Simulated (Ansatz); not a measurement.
# Au(111) with 4 thermally displaced layers, 2x2: scattering by thermal displacements, part 2 of 2

Wanted: the phonon-limited resistivity of Au at 500 K by the Landauer route.

Ansatz 0.2.0; Ansatz plane-wave DFT, PBE, PAW files; ballistic transport by layer matching (Landauer), zero bias; PAW set soft_1.

So far. Step 2 (With 4 displaced layers): Over the solved energies the transmission per spin lies between 3.03 and 3.05, out of 3.21 channels of the lead on average (up to 3.21).

### 3. With 8 displaced layers

Each atom of 8 layers is moved at random, by amounts drawn from a normal law 0.1167 Å wide in each direction from the Debye model (165 K) at 500 K. A fresh draw is used; the growth of the resistance with length is what counts.

System of this step: Au(111) with 8 thermally displaced layers, 2x2. The cell holds 56 atoms: 56 Au. Its edges and angles: a = 5.768 Å, b = 5.768 Å, c = 33.006 Å, α = 87.5°, β = 92.5°, γ = 120.0°. It derives from Au. Regions: lead, 24 atoms (24 Au); scattering region, 32 atoms (32 Au). The structure is stacked along c, and the current runs across the ab planes.

input.yaml

```yaml
crystal:
  lattice:
    - [5.7675164607, 0.0, 0.0]
    - [-2.8837582304, 4.9948157718, 0.0]
    - [-1.4418791152, 0.8324692953, 32.9641022945]
  atoms:
    - { symbol: Au, position: [0.005952381, 0.994047619, 0.0357142857] }
    - { symbol: Au, position: [0.005952381, 0.494047619, 0.0357142857] }
    - { symbol: Au, position: [0.505952381, 0.994047619, 0.0357142857] }
    - { symbol: Au, position: [0.505952381, 0.494047619, 0.0357142857] }
    - { symbol: Au, position: [0.1845238095, 0.3154761905, 0.1071428571] }
    - { symbol: Au, position: [0.1845238095, 0.8154761905, 0.1071428571] }
    - { symbol: Au, position: [0.6845238095, 0.3154761905, 0.1071428571] }
    - { symbol: Au, position: [0.6845238095, 0.8154761905, 0.1071428571] }
    - { symbol: Au, position: [0.3630952381, 0.1369047619, 0.1785714286] }
    - { symbol: Au, position: [0.3630952381, 0.6369047619, 0.1785714286] }
    - { symbol: Au, position: [0.8630952381, 0.1369047619, 0.1785714286] }
    - { symbol: Au, position: [0.8630952381, 0.6369047619, 0.1785714286] }
    - { symbol: Au, position: [0.0936781256, 0.9888389338, 0.2512647924] }
    - { symbol: Au, position: [0.0175606756, 0.4578420819, 0.2523233073] }
    - { symbol: Au, position: [0.5204743265, 0.9673085027, 0.2515213154] }
    - { symbol: Au, position: [0.5415270216, 0.431066623, 0.2476581918] }
    - { symbol: Au, position: [0.1987747652, 0.2514133122, 0.3275843069] }
    - { symbol: Au, position: [0.2138963853, 0.787598046, 0.3205134665] }
    - { symbol: Au, position: [0.7680608717, 0.3102275157, 0.3236700473] }
    - { symbol: Au, position: [0.6766776113, 0.7805738583, 0.3238481811] }
    - { symbol: Au, position: [0.4129756839, 0.0856835439, 0.399305359] }
    - { symbol: Au, position: [0.3649265854, 0.5851878736, 0.3961663453] }
    - { symbol: Au, position: [0.9232975468, 0.1478484328, 0.3935243245] }
    - { symbol: Au, position: [0.8809487159, 0.5930154692, 0.3889955061] }
    - { symbol: Au, position: [0.0592416969, 0.9370005417, 0.4663424977] }
    - { symbol: Au, position: [0.0957503467, 0.4039976852, 0.4702635749] }
    - { symbol: Au, position: [0.5896989988, 0.959647204, 0.4627540572] }
    - { symbol: Au, position: [0.566029478, 0.4278447969, 0.4679360935] }
    - { symbol: Au, position: [0.2515800902, 0.2311627463, 0.5309676224] }
    - { symbol: Au, position: [0.2340574819, 0.7552048227, 0.5392169442] }
    - { symbol: Au, position: [0.7405973066, 0.218439112, 0.5388040384] }
    - { symbol: Au, position: [0.7220921577, 0.7270264438, 0.5379121081] }
    - { symbol: Au, position: [0.3931782843, 0.0748435617, 0.6050843926] }
    - { symbol: Au, position: [0.4359694075, 0.5635888415, 0.6078581531] }
    - { symbol: Au, position: [0.9405468055, 0.0469250668, 0.6121718045] }
    - { symbol: Au, position: [0.9597512941, 0.5844958585, 0.6112653861] }
    - { symbol: Au, position: [0.1389281388, 0.9065750115, 0.6788389593] }
    - { symbol: Au, position: [0.0822042629, 0.3842044564, 0.6758480665] }
    - { symbol: Au, position: [0.5869997531, 0.8932767051, 0.6765592953] }
    - { symbol: Au, position: [0.5802427572, 0.3623854417, 0.679521374] }
    - { symbol: Au, position: [0.3143575529, 0.2392296978, 0.7499507551] }
    - { symbol: Au, position: [0.3297949301, 0.7404071032, 0.7540705106] }
    - { symbol: Au, position: [0.7583719064, 0.2368309282, 0.7512019372] }
    - { symbol: Au, position: [0.8047995549, 0.7167781897, 0.7513546024] }
    - { symbol: Au, position: [0.4702380952, 0.0297619048, 0.8214285714] }
    - { symbol: Au, position: [0.4702380952, 0.5297619048, 0.8214285714] }
    - { symbol: Au, position: [0.9702380952, 0.0297619048, 0.8214285714] }
    - { symbol: Au, position: [0.9702380952, 0.5297619048, 0.8214285714] }
    - { symbol: Au, position: [0.1488095238, 0.8511904762, 0.8928571429] }
    - { symbol: Au, position: [0.1488095238, 0.3511904762, 0.8928571429] }
    - { symbol: Au, position: [0.6488095238, 0.8511904762, 0.8928571429] }
    - { symbol: Au, position: [0.6488095238, 0.3511904762, 0.8928571429] }
    - { symbol: Au, position: [0.3273809524, 0.1726190476, 0.9642857143] }
    - { symbol: Au, position: [0.3273809524, 0.6726190476, 0.9642857143] }
    - { symbol: Au, position: [0.8273809524, 0.1726190476, 0.9642857143] }
    - { symbol: Au, position: [0.8273809524, 0.6726190476, 0.9642857143] }
kpoints:
  mp_grid: { grid: [5, 5, 1] }
hamiltonian:
  xc: pbe
  pseudopotentials: { kind: paw, azcp: { folder: soft_1 } }
scf:
  occupations: { method: fermi_dirac, width: 0.1 }
output:
  transmission:
    leads: [[0, 4]]
    kmesh: [10, 10]
    e_range: [-0.05, 0.05]
    de: 0.05
  write_potential: true
  write_density: true
  volumetric_format: npy
```

On the command line:

```bash
ansatz run input.yaml --threads 4 --pin off --max-ram 15360MiB --backend cpu --events-out ev --progress --plain --runs-dir out
```

Numbers of over 12 decimals in the logs are rounded to 6 here.

The log of the run:

```text
[...]
Crystal: 56 atoms, lattice volume = 949.619 Å³
Basis set: ecut = 420 eV, 18659 PW (Γ)
Bands: 639, of which v1, the nominal top of the filled ones, is band 532 counted from 1 (531 counted from 0)
Symmetry: 1 space group operations
[...]
k-points: 13 of 25 (time reversal used)
[...]
SCF iter   1: F=—  HF=-736473.881366 eV  |F-HF|=—  |Δ(HF+E_count)|=         —  Δρ=6.73e-2  dr2=4.70e1  ethr=3.10e-3  ⟨swp⟩=4.0  Hψ=24672  notcnv=0  defer=256
[...]
SCF iter  11: F=-736460.053295 eV  HF=-736460.053295 eV  |F-HF|=7.22e-9  |Δ(HF+E_count)|=   5.82e-9  Δρ=7.07e-7  dr2=1.13e-8  ethr=9.40e-12  ⟨swp⟩=1.0  Hψ=15646  notcnv=0
SCF 1 converged in 11 iterations: F = -736460.053295 eV  dr2 = 1.13e-8
[...]
transmission: 230 of 2288 steps passed
transmission: 458 of 2288 steps passed
[...]
transmission: 2288 of 2288 steps passed
SCF converged after 11 iterations
Free energy (F): -736460.053295 eV
[...]
Internal energy: -736459.396062 eV  (E = F + TS)
E sigma→0 (E₀):  -736459.724679 eV
Entropy (-TS):   -0.657234 eV (-11.736 meV/atom)
Fermi energy:    20.729700 eV
[...]
--- Band table (eV; the first three rows and the last of 13) ---
  k-point 0: bands = [... 528 lower, 20.9356, 21.1570, 21.1955, 21.3339, 21.4218, 21.4475, 21.4775, 21.5453, ... 103 higher]
  k-point 1: bands = [... 528 lower, 20.4133, 20.5154, 20.6171, 20.6862, 20.7698, 20.7881, 20.8656, 20.9067, ... 103 higher]
  k-point 2: bands = [... 528 lower, 20.4731, 20.5450, 20.5812, 20.6643, 20.7581, 20.7937, 20.9009, 21.0165, ... 103 higher]
  k-point 12: bands = [... 528 lower, 19.9273, 19.9721, 20.1930, 20.7836, 20.9521, 21.1741, 21.2325, 21.2946, ... 103 higher]
--- Transmission ---
  basis      : 253 plane waves across, 44 finite elements along
  points     : 52, standing for a mesh of 10 x 10
[...]
channels       : 3.210000e0 a spin
[...]
junction   : crystal 0 to crystal 0, 0.70 to 31.31 Å
    transmission   : 2.852016e0 a spin
[...]
```

Run time: 17 min. Hardware: 4 threads of Arm Neoverse V2, shared host; peak memory 8.1 GiB; 66 min of CPU time.

Numbers from this step:

```yaml
free_energy: -736460.0533 eV
energy_at_zero_smearing: -736459.7247 eV
fermi_energy: 20.73 eV
transmission_per_spin_nearest_the_fermi_level: 2.852
step_of_the_lead_s_potential: 4.9 meV
```

Per spin. Table of transmission, zone mean by energy, zero at the Fermi level:

```tsv
energy (eV)	transmission, zone mean
-0.0500	2.83
0.0000	2.85
0.0500	2.88
```

Over the solved energies the transmission per spin lies between 2.83 and 2.88, out of 3.21 channels of the lead on average (up to 3.21).

### 4. With 12 displaced layers

Each atom of 12 layers is moved at random, by amounts drawn from a normal law 0.1167 Å wide in each direction from the Debye model (165 K) at 500 K. A fresh draw is used; the growth of the resistance with length is what counts.

System of this step: Au(111) with 12 thermally displaced layers, 2x2. The cell holds 72 atoms: 72 Au. Cell: a = 5.768 Å, b = 5.768 Å, c = 42.382 Å, α = 90.0°, β = 90.0°, γ = 120.0°. It derives from Au. Regions: lead, 24 atoms (24 Au); scattering region, 48 atoms (48 Au). The structure is stacked along c, and the current runs across the ab planes.

input.yaml

```yaml
crystal:
  lattice:
    - [5.7675164607, 0.0, 0.0]
    - [-2.8837582304, 4.9948157718, 0.0]
    - [0.0, 0.0, 42.3824172358]
  atoms:
    - { symbol: Au, position: [0.0, 0.0, 0.0277777778] }
    - { symbol: Au, position: [0.0, 0.5, 0.0277777778] }
    - { symbol: Au, position: [0.5, 0.0, 0.0277777778] }
    - { symbol: Au, position: [0.5, 0.5, 0.0277777778] }
    - { symbol: Au, position: [0.1666666667, 0.3333333333, 0.0833333333] }
    - { symbol: Au, position: [0.1666666667, 0.8333333333, 0.0833333333] }
    - { symbol: Au, position: [0.6666666667, 0.3333333333, 0.0833333333] }
    - { symbol: Au, position: [0.6666666667, 0.8333333333, 0.0833333333] }
    - { symbol: Au, position: [0.3333333333, 0.1666666667, 0.1388888889] }
    - { symbol: Au, position: [0.3333333333, 0.6666666667, 0.1388888889] }
    - { symbol: Au, position: [0.8333333333, 0.1666666667, 0.1388888889] }
    - { symbol: Au, position: [0.8333333333, 0.6666666667, 0.1388888889] }
    - { symbol: Au, position: [0.0022694282, 0.9916169927, 0.1892099919] }
    - { symbol: Au, position: [0.988410698, 0.4812275282, 0.1974177086] }
    - { symbol: Au, position: [0.4951338447, 0.0019497035, 0.1921058141] }
    - { symbol: Au, position: [0.4895367281, 0.4997306265, 0.190355792] }
    - { symbol: Au, position: [0.1715100112, 0.3308558424, 0.2467361807] }
    - { symbol: Au, position: [0.124148142, 0.845316505, 0.2491808684] }
    - { symbol: Au, position: [0.6531880647, 0.3278175557, 0.2550000424] }
    - { symbol: Au, position: [0.6666708878, 0.8353564679, 0.2459066745] }
    - { symbol: Au, position: [0.377369501, 0.188096099, 0.3084924067] }
    - { symbol: Au, position: [0.3450026165, 0.6880766384, 0.306576626] }
    - { symbol: Au, position: [0.8439592207, 0.1631119512, 0.3014985229] }
    - { symbol: Au, position: [0.8315473491, 0.6214725199, 0.3048951045] }
    - { symbol: Au, position: [0.9836841817, 0.9756422959, 0.3627987975] }
    - { symbol: Au, position: [0.990845956, 0.4897962258, 0.3625420305] }
    - { symbol: Au, position: [0.5065809757, 0.0324418989, 0.3620785284] }
    - { symbol: Au, position: [0.467699714, 0.4545885118, 0.357511382] }
    - { symbol: Au, position: [0.1880595004, 0.3321513927, 0.4158873349] }
    - { symbol: Au, position: [0.1849262541, 0.8033749626, 0.4150545816] }
    - { symbol: Au, position: [0.663954861, 0.3470281995, 0.4148402158] }
    - { symbol: Au, position: [0.6355133495, 0.7958424441, 0.4186742781] }
    - { symbol: Au, position: [0.3440761895, 0.1555401086, 0.4726718327] }
    - { symbol: Au, position: [0.301676428, 0.6556466988, 0.4760151781] }
    - { symbol: Au, position: [0.8630599774, 0.2206289843, 0.4700553908] }
    - { symbol: Au, position: [0.8427878222, 0.6621003083, 0.4737796958] }
    - { symbol: Au, position: [0.9933002828, 0.9868923003, 0.5253895708] }
    - { symbol: Au, position: [0.0611148129, 0.4981934796, 0.5222267057] }
    - { symbol: Au, position: [0.4947988337, 0.0158367267, 0.5264014516] }
    - { symbol: Au, position: [0.5392246689, 0.523412651, 0.5273584496] }
    - { symbol: Au, position: [0.1453805618, 0.3098645625, 0.5814066013] }
    - { symbol: Au, position: [0.1509340766, 0.8614639784, 0.5877119057] }
    - { symbol: Au, position: [0.6274581405, 0.3057331949, 0.5784653172] }
    - { symbol: Au, position: [0.6108935753, 0.7607797571, 0.5801890896] }
    - { symbol: Au, position: [0.3555297377, 0.1585929194, 0.6412412225] }
    - { symbol: Au, position: [0.3440043732, 0.7077899308, 0.6394372575] }
    - { symbol: Au, position: [0.8554144237, 0.2262827041, 0.6379957457] }
    - { symbol: Au, position: [0.8109890809, 0.671382605, 0.6387819913] }
    - { symbol: Au, position: [0.0108058817, 0.9784737324, 0.696659513] }
    - { symbol: Au, position: [0.0094514539, 0.4844050713, 0.6948937909] }
    - { symbol: Au, position: [0.5105911069, 0.054790184, 0.6925062257] }
    - { symbol: Au, position: [0.478388269, 0.4751056099, 0.693491709] }
    - { symbol: Au, position: [0.1755142952, 0.3512663043, 0.7483195709] }
    - { symbol: Au, position: [0.1463667223, 0.8002489076, 0.7477224878] }
    - { symbol: Au, position: [0.7345695665, 0.357653271, 0.7478490476] }
    - { symbol: Au, position: [0.6282213784, 0.8105470008, 0.7499402936] }
    - { symbol: Au, position: [0.325342908, 0.1492809075, 0.8020141231] }
    - { symbol: Au, position: [0.3673793349, 0.6772165191, 0.8045245174] }
    - { symbol: Au, position: [0.8226858971, 0.1542986168, 0.7974737796] }
    - { symbol: Au, position: [0.8231707182, 0.6416623512, 0.8027955609] }
    - { symbol: Au, position: [0.0, 0.0, 0.8611111111] }
    - { symbol: Au, position: [0.0, 0.5, 0.8611111111] }
    - { symbol: Au, position: [0.5, 0.0, 0.8611111111] }
    - { symbol: Au, position: [0.5, 0.5, 0.8611111111] }
    - { symbol: Au, position: [0.1666666667, 0.3333333333, 0.9166666667] }
    - { symbol: Au, position: [0.1666666667, 0.8333333333, 0.9166666667] }
    - { symbol: Au, position: [0.6666666667, 0.3333333333, 0.9166666667] }
    - { symbol: Au, position: [0.6666666667, 0.8333333333, 0.9166666667] }
    - { symbol: Au, position: [0.3333333333, 0.1666666667, 0.9722222222] }
    - { symbol: Au, position: [0.3333333333, 0.6666666667, 0.9722222222] }
    - { symbol: Au, position: [0.8333333333, 0.1666666667, 0.9722222222] }
    - { symbol: Au, position: [0.8333333333, 0.6666666667, 0.9722222222] }
kpoints:
  mp_grid: { grid: [5, 5, 1] }
hamiltonian:
  xc: pbe
  pseudopotentials: { kind: paw, azcp: { folder: soft_1 } }
scf:
  occupations: { method: fermi_dirac, width: 0.1 }
output:
  transmission:
    leads: [[0, 4]]
    kmesh: [10, 10]
    e_range: [-0.05, 0.05]
    de: 0.05
  write_potential: true
  write_density: true
  volumetric_format: npy
```

The log of the run:

```text
[...]
Crystal: 72 atoms, lattice volume = 1220.939 Å³
Basis set: ecut = 420 eV, 23937 PW (Γ)
Bands: 821, of which v1, the nominal top of the filled ones, is band 684 counted from 1 (683 counted from 0)
Symmetry: 1 space group operations
[...]
k-points: 13 of 25 (time reversal used)
[...]
SCF iter   1: F=—  HF=-946892.393848 eV  |F-HF|=—  |Δ(HF+E_count)|=         —  Δρ=6.72e-2  dr2=6.03e1  ethr=3.10e-3  ⟨swp⟩=4.0  Hψ=31702  notcnv=0  defer=323
[...]
SCF iter  11: F=-946874.687240 eV  HF=-946874.687240 eV  |F-HF|=3.19e-8  |Δ(HF+E_count)|=   1.40e-9  Δρ=7.63e-7  dr2=3.75e-8  ethr=7.31e-12  ⟨swp⟩=8.2  Hψ=39510  notcnv=0
SCF 1 converged in 11 iterations: F = -946874.687240 eV  dr2 = 3.75e-8
[...]
transmission: 278 of 2756 steps passed
transmission: 552 of 2756 steps passed
[...]
transmission: 2756 of 2756 steps passed
SCF converged after 11 iterations
Free energy (F): -946874.687240 eV
[...]
Internal energy: -946873.911074 eV  (E = F + TS)
E sigma→0 (E₀):  -946874.299157 eV
Entropy (-TS):   -0.776166 eV (-10.780 meV/atom)
Fermi energy:    20.712817 eV
[...]
--- Band table (eV; the first three rows and the last of 13) ---
  k-point 0: bands = [... 680 lower, 20.9566, 21.2468, 21.2679, 21.3256, 21.3547, 21.3926, 21.4164, 21.5197, ... 133 higher]
  k-point 1: bands = [... 680 lower, 20.4781, 20.5697, 20.5900, 20.6730, 20.7177, 20.8035, 20.8199, 20.9179, ... 133 higher]
  k-point 2: bands = [... 680 lower, 20.5213, 20.5486, 20.5796, 20.6470, 20.7110, 20.7561, 20.8017, 20.8279, ... 133 higher]
  k-point 12: bands = [... 680 lower, 20.0110, 20.3067, 20.3483, 20.7116, 20.7536, 21.0385, 21.0585, 21.4387, ... 133 higher]
--- Transmission ---
  basis      : 253 plane waves across, 53 finite elements along
  points     : 52, standing for a mesh of 10 x 10
[...]
channels       : 3.210000e0 a spin
[...]
junction   : crystal 0 to crystal 0, 0.70 to 40.73 Å
    transmission   : 2.677490e0 a spin
[...]
```

The job ended after 28 min (4 threads; peak memory 9.9 GiB; 1.8 h of CPU time).

Numbers from this step:

```
free energy                                   : -946874.6872 eV
energy at zero smearing                       : -946874.2992 eV
Fermi energy                                  : 20.71 eV
transmission per spin nearest the Fermi level : 2.677
step of the lead's potential                  : 11.7 meV
```

Per spin. Table of transmission, zone mean by energy, zero at the Fermi level:

```tsv
energy (eV)	transmission, zone mean
-0.0500	2.66
0.0000	2.68
0.0500	2.70
```

Over the solved energies the transmission per spin lies between 2.66 and 2.70, out of 3.21 channels of the lead on average (up to 3.21).

### 5. Resistance against length

This step: Ansatz plane-wave DFT, PBE, PAW files; ballistic transport by layer matching (Landauer), zero bias; resistivity from the slope of the area resistance; PAW set soft_1 (Ansatz 0.2.0).

Numbers from this step:

```
resistivity           : 8.707 µΩ cm
intercept             : -0.01695 fΩ m²
scatter about the fit : 0.001063 fΩ m²
```

Resistance, by row:

```tsv
run	length (Å)	T	channels N	RA (fΩ m²)
n4	9.418	3.037	3.21	0.06581
n8	18.84	2.852	3.21	0.1456
n12	28.25	2.679	3.21	0.2298
```

The area resistance by length of the displaced region:

```tsv
length of the displaced region (Å)	area resistance (fΩ m²)
9.42	0.0658
18.84	0.146
28.25	0.230
```

The area resistance goes from 0.066 to 0.23 fΩ m² between 9.4 and 28.3 Å, a slope of 8.7 µΩ cm.

By hand from the end points: (0.2298 − 0.06581) fΩ m² / (28.25 − 9.42) Å = 8.7 µΩ cm, since 1 fΩ m² per Å is 1000 µΩ cm.

### 6. Summary of results

```yaml
resistivity_from_the_slope: 8.71 µΩ cm
area_resistance_over_9p42_a: 0.0658 fΩ m²
area_resistance_over_18p8_a: 0.146 fΩ m²
area_resistance_over_28p3_a: 0.230 fΩ m²
```

**Reading.** The slope gives 8.7 µΩ cm. The points scatter by 0.0011 fΩ m² about the line, with one random draw a length in a 2x2 cell, so the slope is a rough value. The mean square of the displacements drawn is 0.78, 0.99 and 1.2 of the nominal one at the three lengths; with each resistance scaled back by that, the slope is 5.9 µΩ cm, the value used below. Read with a model of isotropic scattering on a spherical Fermi surface and the lead's 0.86×10¹⁵ S/m², this slope means a mean free path near 172 Å; over these lengths the model's slope is 1.17 times its bulk resistivity, which would be 5.0 µΩ cm. Uncorrelated displacements put too much weight on short waves, which scatter strongly; with the sideways repeat of a small cell, one draw and three short lengths, the method is good to a factor of two or three. The measured value is 3.97 µΩ cm (CRC Handbook of Chemistry and Physics, 84th ed., 2003, Electrical Resistivity of Pure Metals); the scaled slope is 1.5 times that and the corrected value 1.3: fair for so small a cell. Spin-orbit coupling is left out, which matters for Au.

[Logs are printed without paths, hosts, clocks, repeated set-up lines and the standing remarks that a program may print on its own settings, such as how far it seeks lower states.]

[Hosts, paths, dates, database ids (printed as entryN), source tags and the programs' standing remarks are cut or masked in the printed files.]
